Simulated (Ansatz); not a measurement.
# Phonons of ZrBRh3 (Pm-3m) against volume, part 2 of 2

Does ZrBRh3 (Pm-3m) expand much on heating, by its phonons?

Ansatz 0.2.0; DFT PBEsol, scalar-relativistic, plane waves, PAW; PAW set soft_1.

So far, highest frequency on path, mesh or solved points (cm⁻¹): step 2 (the dispersion) 705; step 4 (phonons at the other volume, volume ratio 0.97) 735.

### 5. Relaxing at another volume, volume ratio 1.03

The volume is scaled by 1.03 and held; symmetry leaves nothing to relax, so this is a single point. The modes can then be followed against volume.

Contents of input.yaml:

```yaml
crystal:
  lattice:
    - [4.1295711692, 0.0, 0.0]
    - [0.0, 4.1295711692, 0.0]
    - [0.0, 0.0, 4.1295711692]
  atoms:
    - { symbol: Zr, position: [0.0, 0.0, 0.0] }
    - { symbol: B, position: [0.5, 0.5, 0.5] }
    - { symbol: Rh, position: [0.0, 0.5, 0.5] }
    - { symbol: Rh, position: [0.5, 0.5, 0.0] }
    - { symbol: Rh, position: [0.5, 0.0, 0.5] }
kpoints:
  mp_grid: { grid: [12, 12, 12] }
hamiltonian:
  xc: pbesol
  pseudopotentials: { kind: paw, azcp: { folder: soft_1 }, xc_functional: pbe }
scf:
  occupations: { method: methfessel_paxton, width: 0.2 }
output:
  forces: true
  stress: true
  eigenvalues: true
```

Run with:

```
$ ansatz run input.yaml --threads 4 --pin off --max-ram 10240MiB --backend cpu --events-out ev --progress --plain --runs-dir out
```

What it wrote:

```text
[...]
Crystal: 5 atoms, lattice volume = 70.423 Å³
Basis set: ecut = 420 eV, 1357 PW (Γ), exchange–correlation on 60×60×60 points (8 copies of the dense FFT grid, shifted against one another)
Bands: 40, of which v1, the nominal top of the filled ones, is band 33 counted from 1 (32 counted from 0)
Symmetry: 48 space group operations
[...]
k-points: 84 of 1728
[...]
k-point 0: bands = [... 29 lower, 17.5356, 17.5356, 18.7003, 18.7227, 18.7227, 18.7227, 21.0006, 21.0006, ... 3 higher]
  k-point 1: bands = [... 29 lower, 17.3136, 17.7936, 18.6475, 18.7228, 18.9548, 18.9548, 20.9619, 21.0604, ... 3 higher]
  k-point 2: bands = [... 29 lower, 17.0754, 17.8451, 18.4903, 18.7232, 19.3735, 19.3735, 20.8563, 21.1538, ... 3 higher]
  k-point 83: bands = [... 29 lower, 18.5407, 18.5407, 18.5407, 19.2539, 19.2539, 19.2539, 20.0786, 20.0786, ... 3 higher]
[key lines of the parts left out:]
SCF converged after 9 iterations
Free energy (F): -23301.464164 eV
Fermi energy:    18.804956 eV
P = ⅓ Tr σ = -6.6485 GPa (-66.485 kbar)
```

The job ended after 3 s (4 threads of Arm Neoverse V2, shared host; peak memory 0.48 GiB; 11 s of CPU time).

Read from the output:

```
pressure        : -6.648 GPa
volume per atom : 14.08 Å³
```

The run ends at a pressure of -6.65 GPa.

### 6. Phonons at the other volume, volume ratio 1.03

The phonons are repeated at this volume on the same meshes, so that differences come from the volume alone.

Edit input.yaml of step 5 so:

```diff
@@ -19,4 +19,11 @@
 output:
-  forces: true
-  stress: true
   eigenvalues: true
+phonons:
+  method: dfpt
+  qmesh: [2, 2, 2]
+  temperatures: { t_max: 1000, t_step: 50 }
+  qpath:
+    path:
+      - [[0.0, 0.0, 0.0], [0.0, 0.5, 0.0], [0.5, 0.5, 0.0], [0.0, 0.0, 0.0], [0.5, 0.5, 0.5], [0.0, 0.5, 0.0]]
+      - [[0.5, 0.5, 0.5], [0.5, 0.5, 0.0]]
+    npoints: 10
```

What it wrote:

```text
[...]
Crystal: 5 atoms, lattice volume = 70.423 Å³
Basis set: ecut = 420 eV, 1357 PW (Γ), exchange–correlation on 60×60×60 points (8 copies of the dense FFT grid, shifted against one another)
Bands: 40, of which v1, the nominal top of the filled ones, is band 33 counted from 1 (32 counted from 0)
Symmetry: 48 space group operations
k-points: 84 of 1728
[...]
k-point 83: bands = [... 29 lower, 18.5407, 18.5407, 18.5407, 19.2539, 19.2539, 19.2539, 20.0785, 20.0785, ... 3 higher]
[...]
ASR residual: 1.481e-5 → 0.000e0 eV/Å²; symmetrization residual: 1.016e-5 eV/Å²
  ASR residual per site (eV/Å²): 3.83e-6 4.95e-6 1.48e-5 1.48e-5 1.48e-5
[...]
--- Phonons (arbitrary-q DFPT): 4 irreducible q on the 2×2×2 mesh ---
[...]
interpolated dispersion: 62 rows × 15 modes
[...]
[key lines of the parts left out:]
SCF converged after 12 iterations
Free energy (F): -23301.464164 eV
Fermi energy:    18.804959 eV
```

Elapsed: 9.2 min, on 4 threads; peak memory 2.4 GiB; 36 min of CPU time.

This step gave:

```
sum-rule residual before enforcement                       : 1.48e-5 eV/Å²
highest frequency on path, mesh or solved points           : 676.3 cm⁻¹
mean frequency                                             : 227.5 cm⁻¹
Debye temperature (second moment)                          : 556 K
logarithmic mean frequency                                 : 173 cm⁻¹
highest optical mode at the zone centre (no LO-TO term)    : 545.8 cm⁻¹
lowest optical zone-centre mode                            : 116.7 cm⁻¹
lowest mode on the q mesh (acoustic modes at Γ apart)      : 76.05 cm⁻¹
zero-point energy per atom                                 : 42.31 meV
heat capacity at 300 K                                     : 21.81 J/(mol atoms K)
vibrational entropy at 300 K                               : 31.43 J/(mol atoms K)
edges of the widest gap between branches, on path and mesh : 294.6, 545.8 cm⁻¹
```

Frequencies (cm⁻¹) solved at each irreducible wavevector; negative means imaginary. Frequencies by wavevector, by row:

```csv
q in reciprocal lattice units,star,mode 1,mode 2,mode 3,mode 4,mode 13,mode 14,mode 15
0 0 0,1,0,0,0,116.7,545.8,545.8,545.8
0 0 -0.5,3,90.1,90.1,97.6,97.6,547.7,547.7,666.3
0 -0.5 -0.5,3,76,95.9,95.9,112.3,546.4,661,661
-0.5 -0.5 -0.5,1,89.9,89.9,89.9,105,676.3,676.3,676.3
```

The highest optical mode at the zone centre (no LO-TO term) is 545.8 cm⁻¹, -34.5 cm⁻¹ against the base run.

### 7. Grüneisen parameters

The Grüneisen parameter of a mode is minus the logarithmic change of its frequency with volume, −d ln ω / d ln V; weighted by heat capacity it gives the expansion.

This step gave:

```yaml
bulk_modulus: 241.6 GPa
```

Phonon branches along the path, in cm⁻¹:

```csv
point,branch 1,branch 2,branch 3,branch 4,branch 12,branch 13,branch 14,branch 15
Γ,0,0,0,125,136,580,580,580
halfway,59,59,112,120,208,581,581,637
X,97,97,103,103,252,582,582,695
halfway,86,109,112,112,262,581,635,692
M,80,103,103,121,284,581,690,690
halfway,82,88,111,118,226,581,636,636
Γ,0,0,0,125,136,580,580,580
halfway,96,96,101,125,245,637,637,638
R,94,94,94,110,312,705,705,705
halfway,90,98,106,121,274,638,639,695
X,97,97,103,103,252,582,582,695
jump to R,94,94,94,110,312,705,705,705
halfway,87,99,99,119,295,642,697,697
M,80,103,103,121,284,581,690,690
```

The same for volume x 0.97:

```csv
point,branch 1,branch 2,branch 3,branch 4,branch 12,branch 13,branch 14,branch 15
Γ,0,0,0,133,151,616,616,616
X,103,103,108,108,267,618,618,725
M,83,110,110,131,300,616,719,719
Γ,0,0,0,133,151,616,616,616
R,98,98,98,115,330,735,735,735
X,103,103,108,108,267,618,618,725
R,98,98,98,115,330,735,735,735
M,83,110,110,131,300,616,719,719
```

The same for volume x 1.03:

```csv
point,branch 1,branch 2,branch 3,branch 4,branch 12,branch 13,branch 14,branch 15
Γ,0,0,0,117,126,546,546,546
X,90,90,98,98,236,548,548,666
M,76,96,96,112,267,546,661,661
Γ,0,0,0,117,126,546,546,546
R,90,90,90,105,295,676,676,676
X,90,90,98,98,236,548,548,666
R,90,90,90,105,295,676,676,676
M,76,96,96,112,267,546,661,661
```

Mode Grueneisen parameter -dln(w)/dln(V), modes matched by rank; at Γ the acoustic branches take the value of a neighbouring point of the path. Mode grüneisen parameters along the path, in :

```csv
point,branch 1,branch 2,branch 3,branch 4,branch 12,branch 13,branch 14,branch 15
Γ,1.59,1.59,1.74,2.23,3.00,2.02,2.02,2.02
halfway,1.63,1.63,1.73,2.20,1.76,2.01,2.01,1.67
X,2.21,2.21,1.67,1.67,2.05,2.00,2.00,1.41
halfway,2.18,2.31,2.09,2.10,1.95,2.00,1.66,1.41
M,1.45,2.22,2.22,2.55,1.94,2.00,1.41,1.41
halfway,1.79,1.65,1.97,2.50,1.74,2.00,1.66,1.67
Γ,1.50,1.39,1.91,2.23,3.00,2.02,2.02,2.02
halfway,1.74,1.74,2.23,1.82,1.69,1.66,1.66,1.66
R,1.45,1.45,1.45,1.56,1.88,1.38,1.38,1.38
halfway,2.14,1.78,2.11,2.08,1.86,1.65,1.65,1.40
X,2.21,2.21,1.67,1.67,2.05,2.00,2.00,1.41
jump to R,1.45,1.45,1.45,1.56,1.88,1.38,1.38,1.38
halfway,1.44,1.84,1.84,1.65,1.87,1.64,1.39,1.39
M,1.45,2.22,2.22,2.55,1.94,2.00,1.41,1.41
```

(dS/dlnV)/C_V. Table of thermodynamic Grueneisen parameter by temperature:

```csv
temperature (K),thermodynamic Grueneisen parameter
50,2.20
100,2.24
150,2.23
200,2.21
250,2.19
300,2.18
350,2.17
400,2.16
450,2.15
500,2.15
550,2.15
600,2.14
650,2.14
700,2.14
750,2.14
800,2.14
850,2.14
900,2.14
950,2.13
1000,2.13
```

Gamma C_V/(B V) at the static volume. Volume expansion against temperature:

```csv
temperature (K),volume expansion (1e-6/K)
50,7.36
100,16.0
150,19.5
200,21.4
250,22.7
300,23.6
350,24.2
400,24.7
450,25.1
500,25.4
550,25.6
600,25.7
650,25.9
700,26.0
750,26.0
800,26.1
850,26.2
900,26.2
950,26.3
1000,26.3
```

### 8. Summary of results

| Quantity | Value |
| --- | --- |
| bulk modulus | 242 GPa |
| thermodynamic Grüneisen parameter at 300 K | 2.18 |
| volume expansion at 300 K, estimated | 23.61 × 10⁻⁶ K⁻¹ |

By this estimate the volume grows by 23.6 × 10⁻⁶ per kelvin at 300 K. The highest optical mode at Γ goes from 616 to 546 cm⁻¹ as the cell grows, a Grüneisen parameter of 2.02. Mode parameters on the path run from 1.1 to 4.4, with a median of 2.0. Branches are matched by rank, so values near crossings are rough. The expansion is the Grüneisen estimate at the static volume, with the static bulk modulus. The q mesh stands for a supercell only 8.2 Å across, so branches between the solved wavevectors are rough. With no gap, or one that is small against the smearing, the frequencies hang on the k mesh and the smearing, most of all near Kohn anomalies. The PAW files were made for PBE and serve the other functionals too.

[Long decimals in the printed logs are rounded to 6 places.]

[Logs are printed without paths, hosts, clocks, repeated set-up lines and the standing remarks that a program may print on its own settings, such as how far it seeks lower states.]

[Hosts, paths, dates, database ids (printed as entryN), source tags and the programs' standing remarks are cut or masked in the printed files.]

[Where the starting crystal was built by hand or by swapping elements, it need not be the compound's stable phase.]
